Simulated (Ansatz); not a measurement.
**Lattice dynamics of Li3LaIn2 (built on the sites of a database entry of Li3LaBi2)**

Wanted: vibrations and spectra of Li3LaIn2 (built on the sites of a database entry of Li3LaBi2); the cell is already relaxed. After the zone centre comes a 3×3×2 q mesh on a 9×9×6 k mesh.

Main program and level: Ansatz 0.2.0; DFT PBEsol, scalar-relativistic, plane waves, PAW.

The structure was built from a prototype and need not be the compound's stable phase.

## Step 1: The starting structure

Symmetry: P-3m1, No. 164, trigonal system. The conventional cell has a = 4.903 Å, b = 4.903 Å, c = 6.593 Å, α = 90.00°, β = 90.00°, γ = 120.00°. Nearest to Li lie 4 In at 2.86 to 2.88 Å and 3 Li at 3.06 Å and 3 La at 3.55 Å. Li has 6 Li at 3.06 Å and 2 La at 3.30 Å and 6 In at 3.30 Å nearest. Nearest to La lie 6 In at 3.25 Å and 8 Li at 3.30 to 3.55 Å. Nearest to In lie 7 Li at 2.86 to 3.30 Å and 3 La at 3.25 Å. Farther neighbours are not listed.

Structure file:

```cif
data_structure
_symmetry_space_group_name_H-M 'P-3m1'
_symmetry_Int_Tables_number 164
_cell_length_a 4.9035
_cell_length_b 4.9035
_cell_length_c 6.5932
_cell_angle_alpha 90.000
_cell_angle_beta 90.000
_cell_angle_gamma 120.000
_cell_volume 137.29
loop_
_atom_site_label
_atom_site_type_symbol
_atom_site_symmetry_multiplicity
_atom_site_Wyckoff_symbol
_atom_site_fract_x
_atom_site_fract_y
_atom_site_fract_z
_atom_site_occupancy
Li1 Li 2 d 0.33333 0.66667 0.67532 1
Li2 Li 1 b 0.00000 0.00000 0.50000 1
La1 La 1 a 0.00000 0.00000 0.00000 1
In1 In 2 d 0.33333 0.66667 0.24210 1
```

## Step 2: Zone-centre response

The cell comes from relaxations at this level that are not shown. The zone centre comes first: it holds the modes that light can see, as far as symmetry allows. No field response is asked, since the mesh shows no gap.

input.yaml

```yaml
crystal:
  lattice:
    - [4.9034678609, 0.0, 0.0]
    - [-2.4517339304, 4.2465277342, 0.0]
    - [0.0, 0.0, 6.5931829754]
  atoms:
    - { symbol: Li, position: [0.3333333333, 0.6666666667, 0.675319603] }
    - { symbol: Li, position: [0.6666666667, 0.3333333333, 0.324680397] }
    - { symbol: Li, position: [0.0, 0.0, 0.5] }
    - { symbol: La, position: [0.0, 0.0, 0.0] }
    - { symbol: In, position: [0.3333333333, 0.6666666667, 0.2421021491] }
    - { symbol: In, position: [0.6666666667, 0.3333333333, 0.7578978509] }
kpoints:
  mp_grid: { grid: [9, 9, 6] }
hamiltonian:
  xc: pbesol
scf:
  occupations: { method: methfessel_paxton, width: 0.2 }
output:
  eigenvalues: true
phonons:
  method: dfpt
```

The run is started by

```bash
ansatz run input.yaml --threads 8 --pin off --max-ram 14336MiB --backend cpu --events-out ev --progress --plain --runs-dir out
```

Numbers of over 12 decimals in the logs are rounded to 6 here.

Output:

```text
Engine: ansatz 0.2.0, aarch64-unknown-linux-gnu
Pseudopotentials: kind: paw
Pseudopotential: Li, paw, valence charge 3, recommended cutoff 420 eV (normal), Li.paw.azcp
Pseudopotential: La, paw, valence charge 11, recommended cutoff 420 eV (normal), La.paw.azcp
Pseudopotential: In, paw, valence charge 13, recommended cutoff 420 eV (normal), In.paw.azcp
Functional definition: PBEsol
  exchange = pbesol_x
  correlation = pbesol_c
Crystal: 6 atoms, lattice volume = 137.288 Å³
Basis set: ecut = 420 eV, 2669 PW (Γ), exchange–correlation on 72×72×90 points (8 copies of the dense FFT grid, shifted against one another)
Bands: 29, of which v1, the nominal top of the filled ones, is band 23 counted from 1 (22 counted from 0)
Symmetry: 12 space group operations
k-points: 140 of 486 (irreducible under 2 space group operations, time reversal used)
Non-local potential: Li, projectors of the file, l = 0: 3, l = 1: 2, l = 2: 1
Non-local potential: La, projectors of the file, l = 0: 3, l = 1: 2, l = 2: 2, l = 3: 3
Non-local potential: In, projectors of the file, l = 0: 2, l = 1: 2, l = 2: 2, l = 3: 2
PAW form: soft (Blöchl's): semilocal exchange-correlation on the pseudo side does not see the compensation charge
PAW frozen core: La, regenerated for the run's functional, and the local potential with it (the file was generated under x = pbe(κ = 0.804, μ = 0.219515), c = pbe(β = 0.066725))
PAW frozen core: In, regenerated for the run's functional, and the local potential with it (the file was generated under x = pbe(κ = 0.804, μ = 0.219515), c = pbe(β = 0.066725))
PAW one-centre angular grid: Li, 110 points (default); XC on 64 Gauss nodes
PAW one-centre angular grid: La, 590 points (default); XC on 64 Gauss nodes
PAW one-centre angular grid: In, 590 points (default); XC on 64 Gauss nodes
Initial density: superposition of atomic densities (neutral atoms: chi_scale 0, normalization atom), corrected by the library's trained network
Initial wavefunctions: pseudopotential atomic-orbital guess
Functional: x = pbesol(κ = 0.804, μ = 0.123457), c = pbesol(β = 0.046)
SCF iter   1: F=—  HF=-17822.759858 eV  |F-HF|=—  |Δ(HF+E_count)|=         —  Δρ=3.10e-3  dr2=1.70e-2  ethr=1.77e-3  ⟨swp⟩=5.8  Hψ=17113  notcnv=0
preconditioner: auto → Kerker (q_TF=auto, 2.274 Å⁻¹)  [metal: Δε(μ)=0.005 eV  Ē_g=12.071 eV  σ=0.200 eV  W_gap=0.02  n_scr=22 (ndim 8)  ℏωp=19.5 eV  f_vac=0.000  D(μ)=3.36/eV (n_scr^D=22)]
SCF iter   2: F=—  HF=-17822.755421 eV  |F-HF|=—  |Δ(HF+E_count)|=   4.44e-3  S|Δr|=    0.00e0  Δρ=1.69e-3  dr2=5.96e-3  ethr=3.70e-5  ⟨swp⟩=2.5  Hψ=8380  notcnv=0
SCF iter   3: F=—  HF=-17822.753778 eV  |F-HF|=—  |Δ(HF+E_count)|=   1.64e-3  S|Δr|=    0.00e0  Δρ=4.70e-4  dr2=7.50e-4  ethr=1.30e-5  ⟨swp⟩=2.5  Hψ=7287  notcnv=0
SCF iter   4: F=—  HF=-17822.753623 eV  |F-HF|=—  |Δ(HF+E_count)|=   1.55e-4  S|Δr|=    0.00e0  Δρ=9.63e-5  dr2=2.85e-5  ethr=1.63e-6  ⟨swp⟩=2.0  Hψ=4576  notcnv=0
SCF iter   5: F=—  HF=-17822.753616 eV  |F-HF|=—  |Δ(HF+E_count)|=   7.32e-6  S|Δr|=    0.00e0  Δρ=3.15e-5  dr2=2.87e-6  ethr=6.20e-8  ⟨swp⟩=2.0  Hψ=4839  notcnv=0
SCF iter   6: F=—  HF=-17822.753617 eV  |F-HF|=—  |Δ(HF+E_count)|=   1.24e-6  S|Δr|=    0.00e0  Δρ=8.23e-6  dr2=1.70e-7  ethr=6.25e-9  ⟨swp⟩=2.0  Hψ=4764  notcnv=0
SCF iter   7: F=—  HF=-17822.753617 eV  |F-HF|=—  |Δ(HF+E_count)|=   5.39e-8  S|Δr|=    0.00e0  Δρ=2.80e-6  dr2=1.28e-8  ethr=3.70e-10  ⟨swp⟩=2.0  Hψ=6454  notcnv=0
SCF iter   8: F=—  HF=-17822.753617 eV  |F-HF|=—  |Δ(HF+E_count)|=   2.72e-9  S|Δr|=    0.00e0  Δρ=7.71e-7  dr2=9.32e-10  ethr=2.78e-11  ⟨swp⟩=2.1  Hψ=6927  notcnv=0
SCF iter   9: F=—  HF=-17822.753617 eV  |F-HF|=—  |Δ(HF+E_count)|=  7.28e-11  S|Δr|=    0.00e0  Δρ=1.57e-7  dr2=4.91e-11  ethr=2.03e-12  ⟨swp⟩=2.4  Hψ=7135  notcnv=0
SCF iter  10: F=-17822.753617 eV  HF=-17822.753617 eV  |F-HF|=0.00e0  |Δ(HF+E_count)|=  3.64e-12  S|Δr|=    0.00e0  Δρ=3.33e-8  dr2=2.90e-12  ethr=1.00e-12  ⟨swp⟩=8.9  Hψ=21665  notcnv=0
SCF 1 converged in 10 iterations: F = -17822.753617 eV  dr2 = 2.90e-12
  greatest PAW one-centre occupation: 1.000 electrons in one spin orbital (limit 2), on the Li atom at site 1 (counted from 0), in its partial waves of l = 0
DFPT response loops at Γ: preconditioner auto → Kerker (q_TF=auto, 2.274 Å⁻¹) (partly filled bands, converged f_vac=0.000); β = 1.00, the filter's whole step (`scf.mixing.beta` (0.50) is not read by the response loops under this deck's `scf.mixing.preconditioner`; to damp them name `kerker` or `kerker_dos`, under which they read `scf.mixing.beta`, and type it under 1.00, their step now; both keys bind the ground state too); Broyden in place of MSR1
SCF converged after 10 iterations
Stability not checked: this state was not tested for a lower state beside it, because cold or Methfessel-Paxton smearing, or corrected tetrahedra, fill the levels in a way that the test cannot read (fill_not_monotonic; see scf.lower_state_search)
Free energy (F): -17822.753617 eV
Harris-Foulkes:  -17822.753617 eV  (|F-HF|=0.00e0)
Internal energy: -17822.756100 eV  (E = F + TS)
E sigma→0 (E₀):  -17822.754238 eV
Entropy (-TS):   0.002483 eV (0.414 meV/atom)
Fermi energy:    7.068614 eV
--- Per-component energies (eV) ---
  E_band       = -418.839921
  E_kinetic    = 743.422487
  E_local      = -3321.238286  (includes V_loc(G=0)·N_el)
  E_nonlocal   = 729.786232
  E_hartree    = 1257.968705
  E_xc         = -598.127781
  E_vxc        = -389.297685  (∫ρ·V_xc dr)
  E_paw        = -13550.003590  (= ΣΔE_a)
  E_vpaw       = -697.450192  (= ΣTr[D̂ρ^β])
  E_aug_tail   = 0.000078  (compensation charges beyond the density's cutoff)
  E_ewald      = -3085.205260
  E_core_change = 0.641314  (= ΣΔE_core)
  E_smearing   = 0.002483  (= −TS)
  E_closure    = -0.000000  (closes the sum)
  Σ components = -17822.753617   (vs F -17822.753617, Δ=0.00e0)
--- Band table (eV; the first three rows and the last of 140) ---
  k-point 0: bands = [... 19 lower, 4.6324, 6.4695, 6.4695, 8.4505, 8.4505, 8.4629, 8.7199, 8.7199, ... 2 higher]
  k-point 1: bands = [... 19 lower, 5.1087, 6.5195, 6.5195, 8.3038, 8.3038, 8.3320, 8.6115, 8.6115, ... 2 higher]
  k-point 2: bands = [... 19 lower, 5.9891, 6.6337, 6.6337, 7.8835, 8.1119, 8.1119, 8.3983, 8.3983, ... 2 higher]
  k-point 139: bands = [... 19 lower, 5.2456, 5.3800, 6.1901, 6.6712, 7.5864, 8.1911, 8.8383, 8.8740, ... 2 higher]
--- Phonons (Γ-DFPT): 8 representative perturbations + reference, on 140 of 486 k-points (Σ response iterations 27) ---
  k mesh reduced under 2 symmetry operations, with k and −k counted as one. Each operation leaves every solved perturbation unchanged. A smaller set is not used because it would not reduce the number of displacements times k-points to solve
  ASR residual: 4.530e-5 → 0.000e0 eV/Å²; symmetrization residual: 1.661e-6 eV/Å²
  ASR residual per site (eV/Å²): 4.53e-5 4.53e-5 2.45e-5 1.59e-5 1.01e-5 1.01e-5
  Γ frequencies (cm⁻¹): 0.00 0.00 0.00 61.52 73.63 73.63 105.40 127.72 127.72 197.55 197.55 240.47 242.62 304.33 304.33 305.34 307.85 307.85
  non-analytic LO–TO correction: not included (Born effective charges unavailable; polar crystals: no LO–TO splitting at Γ)
```

It took 74 s on 8 threads of Arm Neoverse V2, shared host; peak memory 2.5 GiB.

Numbers from this step:

* volume per atom: 22.88 Å³
* gap on the k-mesh: 0 eV
* sum-rule residual before enforcement: 4.53e-5 eV/Å²
* point group: -3m
* highest optical mode at the zone centre (no LO-TO term): 307.9 cm⁻¹
* lowest optical zone-centre mode: 61.52 cm⁻¹

Patterns of degenerate modes are one choice out of their space. Modes at Γ, with each element's share of the kinetic energy:

```tsv
mode	frequency (cm⁻¹)	symmetry	Li %	La %	In %
1	0.0	acoustic	5	36	59
2	0.0	acoustic	5	36	59
3	0.0	acoustic	5	36	59
4	61.5	A1g	2	0	98
5	73.6	Eg	3	0	97
6	73.6	Eg	3	0	97
7	105.4	A2u	2	61	38
8	127.7	Eu	0	63	36
9	127.7	Eu	0	63	36
10	197.6	Eu	96	1	2
11	197.6	Eu	96	1	2
12	240.5	A1g	98	0	2
13	242.6	A2u	95	1	3
14	304.3	Eg	97	0	3
15	304.3	Eg	97	0	3
16	305.3	A2u	98	2	0
17	307.9	Eu	98	0	2
18	307.9	Eu	98	0	2
```

Displacements in mode 4 (61.5 cm⁻¹), the largest set to 1:
```
Li1  0.00  0.00 -0.60
Li2  0.00  0.00  0.60
Li3  0.00  0.00  0.00
La4  0.00  0.00  0.00
In5  0.00  0.00 -1.00
In6  0.00  0.00  1.00
```

Displacements in mode 16 (305.3 cm⁻¹), the largest set to 1:
```
Li1  0.00  0.00 -0.20
Li2  0.00  0.00 -0.20
Li3  0.00  0.00  1.00
La4  0.00  0.00 -0.03
In5  0.00  0.00  0.00
In6  0.00  0.00  0.00
```

Before it was imposed, the acoustic sum rule was missed by 4.5e-5 eV/Å². Small misses are needed for a sound result but don't prove that mesh and cutoff are converged. The lowest optical mode is real, 61.5 cm⁻¹.

## Step 3: The dispersion

Stability and thermal properties need the whole zone. Linear response on a 3×3×2 q mesh gives force constants as far as a supercell of that size would.

Edit input.yaml of step 2 so:

```diff
@@ -22 +22,9 @@
   method: dfpt
+  qmesh: [3, 3, 2]
+  temperatures: { t_max: 1000, t_step: 50 }
+  qpath:
+    path:
+      - [[0.0, 0.0, 0.0], [0.5, 0.0, 0.0], [0.33333333, 0.33333333, 0.0], [0.0, 0.0, 0.0], [0.0, 0.0, 0.5], [0.5, 0.0, 0.5], [0.33333333, 0.33333333, 0.5], [0.0, 0.0, 0.5]]
+      - [[0.5, 0.0, 0.5], [0.5, 0.0, 0.0]]
+      - [[0.33333333, 0.33333333, 0.5], [0.33333333, 0.33333333, 0.0]]
+    npoints: 10
```

Output:

```text
Warning: phonons: the dynamical matrix that this run interpolates holds no multipole term above the dipole-dipole one, and a site of this crystal is no centre of inversion, so its interpolated transverse optical and acoustic branches and sound speeds can stay off near Gamma, and the density of states and the thermodynamics with them. What a run solves at a wave vector of phonons.qpoints, Gamma apart, where the deck admits one, is free of this, and under fd what a larger phonons.supercell samples
[...]
Crystal: 6 atoms, lattice volume = 137.288 Å³
Basis set: ecut = 420 eV, 2669 PW (Γ), exchange–correlation on 72×72×90 points (8 copies of the dense FFT grid, shifted against one another)
Bands: 29, of which v1, the nominal top of the filled ones, is band 23 counted from 1 (22 counted from 0)
Symmetry: 12 space group operations
k-points: 62 of 486
[...]
SCF iter   1: F=—  HF=-17822.759834 eV  |F-HF|=—  |Δ(HF+E_count)|=         —  Δρ=3.11e-3  dr2=1.71e-2  ethr=1.77e-3  ⟨swp⟩=5.8  Hψ=7685  notcnv=0
[...]
SCF iter  10: F=-17822.753617 eV  HF=-17822.753617 eV  |F-HF|=3.64e-12  |Δ(HF+E_count)|=  3.64e-12  S|Δr|=    0.00e0  Δρ=3.55e-8  dr2=3.19e-12  ethr=1.00e-12  ⟨swp⟩=8.8  Hψ=9480  notcnv=0
SCF 1 converged in 10 iterations: F = -17822.753617 eV  dr2 = 3.19e-12
[...]
iter 1 solved again at ethr=4.89e-7 eV; its pass at ethr=3.10e-3 eV (dr2=2.25e-4 eV) is discarded
SCF iter   1: F=—  HF=-17822.753616 eV  |F-HF|=—  |Δ(HF+E_count)|=         —  Δρ=6.89e-7  dr2=1.51e-9  ethr=4.89e-7  ⟨swp⟩=3.8  Hψ=12516  notcnv=0
eigensolver tolerance schedule: the retry pair's looser diagonalisation over-reported the residual by 148904.21 of it (diagonalisation noise at an unbounded share of the residual, at the tolerance the schedule requests for it); recorded, not acted on — ethr = c·dr2/N_el stays at c = 1.0e-1
[...]
SCF iter   2: F=—  HF=-17822.753617 eV  |F-HF|=—  |Δ(HF+E_count)|=   4.09e-7  S|Δr|=    0.00e0  Δρ=3.47e-7  dr2=2.55e-10  ethr=3.29e-12  ⟨swp⟩=4.0  Hψ=5540  notcnv=0
[...]
SCF iter   6: F=-17822.753617 eV  HF=-17822.753617 eV  |F-HF|=3.64e-12  |Δ(HF+E_count)|=  3.64e-12  S|Δr|=    0.00e0  Δρ=4.24e-8  dr2=6.18e-12  ethr=1.00e-12  ⟨swp⟩=2.0  Hψ=4640  notcnv=0
SCF 2 converged in 6 iterations: F = -17822.753617 eV  dr2 = 6.18e-12
phonons: the bands overlap, so this run is a metal and interpolates without the dipole-dipole term. If the crystal is really an insulator or semiconductor, its LO-TO splitting is missing
NSCF: frozen V_eff on 62 k-points
[...]
DFPT response loops at q = (0, 0, 0) (fractional): preconditioner auto → Kerker (q_TF=auto, 2.274 Å⁻¹) (partly filled bands, converged f_vac=0.000); β = 1.00, the filter's whole step (`scf.mixing.beta` (0.50) is not read by the response loops under this deck's `scf.mixing.preconditioner`; to damp them name `kerker` or `kerker_dos`, under which they read `scf.mixing.beta`, and type it under 1.00, their step now; both keys bind the ground state too); Broyden in place of MSR1
[...]
SCF converged after 10 iterations
[...]
Free energy (F): -17822.753617 eV
[...]
Internal energy: -17822.756100 eV  (E = F + TS)
E sigma→0 (E₀):  -17822.754238 eV
Entropy (-TS):   0.002483 eV (0.414 meV/atom)
Fermi energy:    7.068614 eV
[...]
--- Band table (eV; the first three rows and the last of 62) ---
  k-point 0: bands = [... 19 lower, 4.6324, 6.4695, 6.4695, 8.4505, 8.4505, 8.4629, 8.7199, 8.7199, ... 2 higher]
  k-point 1: bands = [... 19 lower, 5.1087, 6.5195, 6.5195, 8.3038, 8.3038, 8.3320, 8.6115, 8.6115, ... 2 higher]
  k-point 2: bands = [... 19 lower, 5.9891, 6.6337, 6.6337, 7.8835, 8.1119, 8.1119, 8.3983, 8.3983, ... 2 higher]
  k-point 61: bands = [... 19 lower, 5.3892, 5.3892, 5.7948, 5.9193, 8.0588, 8.0588, 8.6181, 8.9369, ... 2 higher]
--- Phonons (Γ-DFPT): 8 representative perturbations + reference (Σ response iterations 27) ---
  ASR residual: 4.565e-5 → 0.000e0 eV/Å²; symmetrization residual: 1.270e-6 eV/Å²
  ASR residual per site (eV/Å²): 4.57e-5 4.57e-5 2.45e-5 1.36e-5 9.25e-6 9.25e-6
[...]
--- Phonons (arbitrary-q DFPT): 6 irreducible q on the 3×3×2 mesh ---
  q = [0.0000, 0.0000, 0.0000] (star 1, of the zone-centre solve; hermiticity 4.60e-7, symmetrization 9.06e-11): -0.00 0.00 0.00 61.52 73.63 73.63 105.40 127.72 127.72 197.55 197.55 240.47 242.62 304.33 304.33 305.34 307.85 307.85
  q = [0.0000, 0.0000, -0.5000] (star 1, 8 solved perturbations in 808 linear systems a pass and spin channel, the states on 140 of 486 k-point pairs; hermiticity 6.63e-7, symmetrization 2.53e-9): 22.45 22.45 40.33 57.17 73.45 73.45 96.69 127.03 127.03 200.06 200.06 226.38 236.19 300.99 303.35 303.35 315.32 315.32
  q = [0.0000, 0.3333, 0.0000] (star 6, 12 solved perturbations on 270 of 486 k-point pairs; hermiticity 4.51e-7, symmetrization 1.09e-10): 18.36 39.52 43.07 69.49 78.64 84.05 113.02 115.09 124.32 190.92 197.95 244.97 258.35 286.55 302.87 305.88 320.04 320.34
[...]
sum rule: each row above includes the acoustic sum rule's correction from the zone centre's row sums; it moved no ω² by more than (1.34 cm⁻¹)²
  mesh force constants: q→R imaginary residual 0.00e0; ASR residual 4.565e-5 → 0.000e0 eV/Å²; symmetrization residual 5.329e-15 eV/Å²
  interpolated dispersion: 93 rows × 18 modes
  density of states and harmonic sums: on the 15×15×10 q-mesh, interpolated from the force constants of a 3×3×2 supercell (no non-analytic term)
  largest difference from the sums on the solved wave vectors: F 1.15e-1 eV, S 1.41e-4 and C_V 2.69e-5 eV/K
  zero-point energy: 0.190665 eV/cell   skipped modes (ω ≤ 0): 98, of them read as no rigid motion or as one in doubt: 95 (4.107e-1 modes/cell left out, lowest -35.73 cm⁻¹)   left out of the sums: 2.29e-2 of the cell's modes: C_V's classical limit lies that fraction below 3 k_B per atom; for a crystal, a wire or a layer, F and S can be off by more, and a phonons.interpolated_qmesh denser along its periods is the remedy for the sampling
```

Elapsed: 11 min, on 8 threads; peak memory 3.3 GiB.

Numbers from this step:

| Quantity | Value |
| --- | --- |
| sum-rule residual before enforcement | 4.57e-5 eV/Å² |
| lowest frequency on the path | -36.16 cm⁻¹ |
| highest frequency on the path or at a solved wavevector | 332.8 cm⁻¹ |
| lowest mode on the q mesh (acoustic modes at Γ apart) | -25.06 cm⁻¹ |

Frequencies (cm⁻¹) solved at each irreducible wavevector; negative means imaginary. Frequencies by wavevector, by row:

```tsv
q in reciprocal lattice units	star	mode 1	mode 2	mode 3	mode 4	mode 16	mode 17	mode 18
0 0 0	1	0	0	0	61.5	305.3	307.9	307.9
0 0 -0.5	1	22.4	22.4	40.3	57.2	303.4	315.3	315.3
0 0.3333 0	6	18.4	39.5	43.1	69.5	305.9	320	320.3
0 0.3333 -0.5	6	-25.1	35.1	39.7	63	308.9	315.5	317.1
0.3333 0.3333 0	2	33.3	33.3	58.6	78.1	300.4	301.2	332.8
0.3333 0.3333 -0.5	2	-21.4	-21.4	56.7	75.5	303	305	325.2
```

(Continued in part 2 of 2.)

[Logs are printed without paths, hosts, clocks, repeated set-up lines and the standing remarks that a program may print on its own settings, such as how far it seeks lower states.]

[Hosts, paths, dates, database ids (printed as entryN), source tags and the programs' standing remarks are cut or masked in the printed files.]
